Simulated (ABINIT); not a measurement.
## Quasiparticle gap of Diamond (Fd-3m, 2 atoms a cell) in ABINIT

How does a plane-wave GW calculation on Diamond (Fd-3m, 2 atoms a cell) run from the first input to the gap?

Main program and level: ABINIT 10.8.3; LDA and many-body steps on it, plane waves.

**What was measured.**

- Gap 5.5 eV: band gap, experimental literature value; bulk crystal (quoted in “Fermi level pinning by defects can explain the large reported carbon 1s binding energy variations in diamond”, 2019, arxiv:1902.02958).

- Gap 5.47 eV: experimental band gap used as input; bulk crystal (quoted in “Enhanced Electron Emission Performance and Air‐Surface Stability in ScO‐Terminated Diamond for Thermionic Energy Converters”, 2024, pmc:11600692).

**1. Starting point**

Symmetry: Fd-3m, No. 227, cubic system. Conventional cell: a = 3.567 Å, b = 3.567 Å, c = 3.567 Å, α = 90.00°, β = 90.00°, γ = 90.00°. C has 4 C at 1.54 Å nearest.

The cell and positions come from the Crystallography Open Database and are kept as given unless a step says otherwise.

**2. Ground state**

This step: ABINIT 10.8.3; DFT, LDA, plane waves, norm-conserving pseudopotentials.

The ground-state density comes first.

run.abi reads:

```
acell 3*1.0 Angstrom
rprim 
  -0.000000000000 1.783370000000 1.783370000000
  1.783370000000 -0.000000000000 1.783370000000
  1.783370000000 1.783370000000 0.000000000000
ntypat 1
znucl 6
natom 2
typat 1 1
xred 
  0.000000000000 0.000000000000 -0.000000000000
  0.250000000000 0.250000000000 0.250000000000
pp_dirpath "pseudos"
pseudos "C.upf"
ecut 37
ngkpt 10 10 10
nshiftk 1
shiftk 0 0 0
kptopt 1
chksymbreak 0
nband 9
occopt 1
tolvrs 1e-10
nstep 60
prtwf 0
indata_prefix "in"
outdata_prefix "out"
tmpdata_prefix "tmp"
```

Launch:

```console
> OMP_NUM_THREADS=1 mpirun -n 4 abinit run.abi > log
```

Numbers of over 12 decimals in the logs are rounded to 6 here.

The program printed:

```text
.Version 10.8.3 of ABINIT. v10.8.2 released Aug 2026.

 Symmetries : space group Fd -3 m (#227); Bravais cF (face-center cubic)
================================================================================
 Values of the parameters that define the memory need of the present run
     intxc =       0    ionmov =       0      iscf =       7    lmnmax =       4
     lnmax =       4     mgfft =      30  mpssoang =       2    mqgrid =    3001
     natom =       2  nloc_mem =       1    nspden =       1   nspinor =       1
    nsppol =       1      nsym =      48    n1xccc =    2501    ntypat =       1
    occopt =       1   xclevel =       1
-    mband =           9        mffmem =           1         mkmem =          12
       mpw =         845          nfft =       27000          nkpt =          47
================================================================================
  Rough estimation (10% accuracy) of disk space for files :
================================================================================

--------------------------------------------------------------------------------
------------- Echo of variables that govern the present computation ------------
--------------------------------------------------------------------------------
 -outvars: echo values of preprocessed input variables --------
            acell      1.8897261259E+00  1.8897261259E+00  1.8897261259E+00 Bohr

      chksymbreak           0
             ecut      3.70000000E+01 Hartree
-          fftalg         312

              ixc       -1012
              kpt      0.00000000E+00  0.00000000E+00  0.00000000E+00
                       1.00000000E-01  0.00000000E+00  0.00000000E+00
                       2.00000000E-01  0.00000000E+00  0.00000000E+00
                       3.00000000E-01  0.00000000E+00  0.00000000E+00
                       4.00000000E-01  0.00000000E+00  0.00000000E+00
                       5.00000000E-01  0.00000000E+00  0.00000000E+00
                       1.00000000E-01  1.00000000E-01  0.00000000E+00
                       2.00000000E-01  1.00000000E-01  0.00000000E+00
                       3.00000000E-01  1.00000000E-01  0.00000000E+00
   [... 36 further rows ...]
                      -3.00000000E-01  4.00000000E-01  2.00000000E-01
                      -3.00000000E-01  5.00000000E-01  2.00000000E-01
         kptrlatt       10    0    0      0   10    0      0    0   10
          kptrlen      4.76601409E+01
P           mkmem          12
            natom           2
            nband           9
            ngfft          30      30      30
             nkpt          47
            nstep          60
             nsym          48
           ntypat           1
              occ      2.000000  2.000000  2.000000  2.000000  0.000000  0.000000
[...]
prtwf           0
            rprim     -0.0000000000E+00  1.7833700000E+00  1.7833700000E+00
[...]
spgroup         227

           tolvrs      1.00000000E-10

             xred      0.0000000000E+00  0.0000000000E+00  0.0000000000E+00
[...]
znucl        6.00000

================================================================================

 chkinp: Checking input parameters for consistency.

================================================================================
== DATASET  1 ==================================================================
-   mpi_nproc: 4, omp_nthreads: 1 (-1 if OMP is not activated)

--- !DatasetInfo
iteration_state: {dtset: 1, }
dimensions: {natom: 2, nkpt: 47, mband: 9, nsppol: 1, nspinor: 1, nspden: 1, mpw: 845, }
cutoff_energies: {ecut:  37.0, pawecutdg:  -1.0, }
electrons: {nelect:   8.00000000E+00, charge:   0.00000000E+00, occopt:   1.00000000E+00, tsmear:   1.00000000E-02, }

 Real(R)+Recip(G) space primitive vectors, cartesian coordinates (Bohr,Bohr^-1):
 R(1)=  0.0000000  3.3700809  3.3700809  G(1)= -0.1483644  0.1483644  0.1483644
 R(2)=  3.3700809  0.0000000  3.3700809  G(2)=  0.1483644 -0.1483644  0.1483644
 R(3)=  3.3700809  3.3700809  0.0000000  G(3)=  0.1483644  0.1483644 -0.1483644
 Unit cell volume ucvol=  7.6551017E+01 bohr^3
 Angles (23,13,12)=  6.00000000E+01  6.00000000E+01  6.00000000E+01 degrees

 getcut: wavevector=  0.0000  0.0000  0.0000  ngfft=  30  30  30
         ecut(hartree)=     37.000   => boxcut(ratio)=   2.30135

 getcut : COMMENT -
  Note that boxcut > 2.2 ; recall that boxcut=Gcut(box)/Gcut(sphere) = 2
  is sufficient for exact treatment of convolution.
  Such a large boxcut is a waste : you could raise ecut
  e.g. ecut=   48.989798 Hartrees makes boxcut=2

--- Pseudopotential description ------------------------------------------------
- C Generated using ONCVPSP code by D. R. Hamann
-  6.00000   4.00000  180309                  znucl, zion, pspdat
12 -1012 1 -1 1234                            pspcod,pspxc,lmax,lloc,mmax
     nproj     2     2
  pspatm : epsatm=    4.35103003
         --- l  ekb(1:nproj) -->
[...]
1   -4.185684   -0.892924
 pspatm: atomic psp has been read  and splines computed

   6.96164805E+01                                ecore*ucvol(ha*bohr**3)
--------------------------------------------------------------------------------

_setup2: Arith. and geom. avg. npw (full set) are     822.485     822.457

================================================================================

--- !BeginCycle
iteration_state: {dtset: 1, }
solver: {iscf: 7, nstep: 60, nline: 4, wfoptalg: 0, }
tolerances: {tolvrs: 1.00E-10, }

     iter   Etot(hartree)      deltaE(h)  residm     vres2
 ETOT  1  -12.045968769782    -1.205E+01 1.523E-01 7.209E+01
 ETOT  2  -12.063805947232    -1.784E-02 6.665E-03 2.061E-01
 ETOT  3  -12.063825716639    -1.977E-05 3.224E-03 6.572E-03
 ETOT  4  -12.063826148751    -4.321E-07 1.602E-03 5.775E-06
 ETOT  5  -12.063826149108    -3.574E-10 1.268E-03 5.807E-09
 ETOT  6  -12.063826149108     1.030E-13 1.212E-03 4.572E-11

 At SCF step    6       vres2   =  4.57E-11 < tolvrs=  1.00E-10 =>converged.

 Cartesian components of stress tensor (hartree/bohr^3)
  sigma(1 1)=  4.06865189E-04  sigma(3 2)=  0.00000000E+00
  sigma(2 2)=  4.06865189E-04  sigma(3 1)=  0.00000000E+00
  sigma(3 3)=  4.06865189E-04  sigma(2 1)=  0.00000000E+00

--- !ResultsGS
iteration_state: {dtset: 1, }
comment   : Summary of ground state results
lattice_vectors:
- [ -0.0000000,   3.3700809,   3.3700809, ]
- [  3.3700809,  -0.0000000,   3.3700809, ]
- [  3.3700809,   3.3700809,   0.0000000, ]
lattice_lengths: [   4.76601,    4.76601,    4.76601, ]
lattice_angles: [ 60.000,  60.000,  60.000, ] # degrees, (23, 13, 12)
lattice_volume:   7.6551017E+01
convergence: {deltae:  1.030E-13, res2:  4.572E-11, residm:  1.212E-03, diffor: null, }
etotal    :  -1.20638261E+01
entropy   :   0.00000000E+00
fermie    :   3.68790911E-01
cartesian_stress_tensor: # hartree/bohr^3
- [  4.06865189E-04,   0.00000000E+00,   0.00000000E+00, ]
- [  0.00000000E+00,   4.06865189E-04,   0.00000000E+00, ]
- [  0.00000000E+00,   0.00000000E+00,   4.06865189E-04, ]
pressure_GPa:  -1.1970E+01
xred      :
- [  0.0000E+00,   0.0000E+00,   0.0000E+00,  C]
- [  2.5000E-01,   2.5000E-01,   2.5000E-01,  C]
cartesian_forces: # hartree/bohr
- [ -0.00000000E+00,  -0.00000000E+00,  -0.00000000E+00, ]
- [ -0.00000000E+00,  -0.00000000E+00,  -0.00000000E+00, ]
force_length_stats: {min:   0.00000000E+00, max:   0.00000000E+00, mean:   0.00000000E+00, }

 Integrated electronic density in atomic spheres:
 ------------------------------------------------
 Atom  Sphere_radius  Integrated_density
    1        2.00000          4.69161343
    2        2.00000          4.65376417
================================================================================

 ----iterations are completed or convergence reached----

 Mean square residual over all n,k,spin=   61.993E-07; max=  12.116E-04
 reduced coordinates (array xred) for    2 atoms
       0.000000000000      0.000000000000      0.000000000000
       0.250000000000      0.250000000000      0.250000000000
 rms dE/dt=  0.0000E+00; max dE/dt=  0.0000E+00; dE/dt below (all hartree)
    1       0.000000000000      0.000000000000      0.000000000000
    2       0.000000000000      0.000000000000      0.000000000000

 cartesian coordinates (angstrom) at end:
    1      0.000000     0.000000     0.000000
    2      0.891685     0.891685     0.891685

 cartesian forces (hartree/bohr) at end:
    1     -0.000000    -0.000000    -0.000000
    2     -0.000000    -0.000000    -0.000000
 frms,max,avg= 0.0000000E+00 0.0000000E+00   0.000E+00  0.000E+00  0.000E+00 h/b

 cartesian forces (eV/Angstrom) at end:
    1     -0.000000    -0.000000    -0.000000
    2     -0.000000    -0.000000    -0.000000
 frms,max,avg= 0.0000000E+00 0.0000000E+00   0.000E+00  0.000E+00  0.000E+00 e/A
 length scales=  1.889726125908  1.889726125908  1.889726125908 bohr
              =  1.000000000000  1.000000000000  1.000000000000 angstroms
 prteigrs : about to open file out_EIG
 Fermi (or HOMO) energy (hartree) =   0.36879   Average Vxc (hartree)=  -0.50413
 Eigenvalues (hartree) for nkpt=  47  k points:
 kpt#   1, nband=  9, wtk=  0.00100, kpt=  0.0000  0.0000  0.0000 (reduced coord)
  -0.41574    0.36879    0.36879    0.36879    0.57315    0.57315    0.57315    0.86555
   1.06680
 prteigrs : prtvol=0 or 1, do not print more k-points.

--- !EnergyTerms
iteration_state     : {dtset: 1, }
comment             : Components of total free energy in Hartree
kinetic             :  8.52275355347911E+00
hartree             :  9.56771026470832E-01
xc                  : -4.33221440732825E+00
Ewald energy        : -1.27873442426994E+01
psp_core            :  9.09412870299240E-01
local_psp           : -4.68051972096022E+00
non_local_psp       : -6.52685228369418E-01
total_energy        : -1.20638261491081E+01
total_energy_eV     : -3.28273432947746E+02
band_energy         :  3.27132636195771E-01

 Cartesian components of stress tensor (hartree/bohr^3)
  sigma(1 1)=  4.06865189E-04  sigma(3 2)=  0.00000000E+00
  sigma(2 2)=  4.06865189E-04  sigma(3 1)=  0.00000000E+00
  sigma(3 3)=  4.06865189E-04  sigma(2 1)=  0.00000000E+00

-Cartesian components of stress tensor (GPa)         [Pressure= -1.1970E+01 GPa]
- sigma(1 1)=  1.19703871E+01  sigma(3 2)=  0.00000000E+00
- sigma(2 2)=  1.19703871E+01  sigma(3 1)=  0.00000000E+00
- sigma(3 3)=  1.19703871E+01  sigma(2 1)=  0.00000000E+00

== END DATASET(S) ==============================================================
================================================================================

 -outvars: echo values of variables after computation  --------
           etotal     -1.2063826149E+01
            nband           9
             nkpt          47
          spgroup         227
 [... the other variables as echoed above ...]

 Calculation completed.
```

The job ended after 3.6 s (4 MPI ranks of Arm Neoverse V1, shared host; peak memory 0.24 GiB).

Numbers from this step:

```
total energy               : -328.2734 eV
gap                        : 4.179 eV
k of the valence top       : 0, 0, 0
k of the conduction bottom : 0.4, 0.4, 0
least direct gap           : 5.561 eV
pressure                   : -11.97 GPa
```

The gap is indirect, with the least direct gap 1.38 eV higher.

The cutoff was set for levels, not for stress, so the pressure can be off by some GPa.

[end of part 1 of 3]

[Paths, hosts, dates, memory and timing lines, banners, echoed tables and standing remarks are left out of the program output.]

[Logs are printed without paths, hosts, clocks, repeated set-up lines and the standing remarks that a program may print on its own settings, such as how far it seeks lower states.]

[Runs of the session that timed out or met a known fault of the program may be left out.]

[Hosts, paths, dates, database ids (printed as entryN), source tags and the programs' standing remarks are cut or masked in the printed files.]

[G0W0 gaps are taken among the corrected bands and points alone; a level outside them can change the order at an edge.]

[Where Ansatz stands beside ABINIT at settings called matched, ABINIT's density can come from a denser mesh and the files from another edition; pairs whose starting gaps differed by over 0.03 eV were left out, so agreement reads better than it is.]
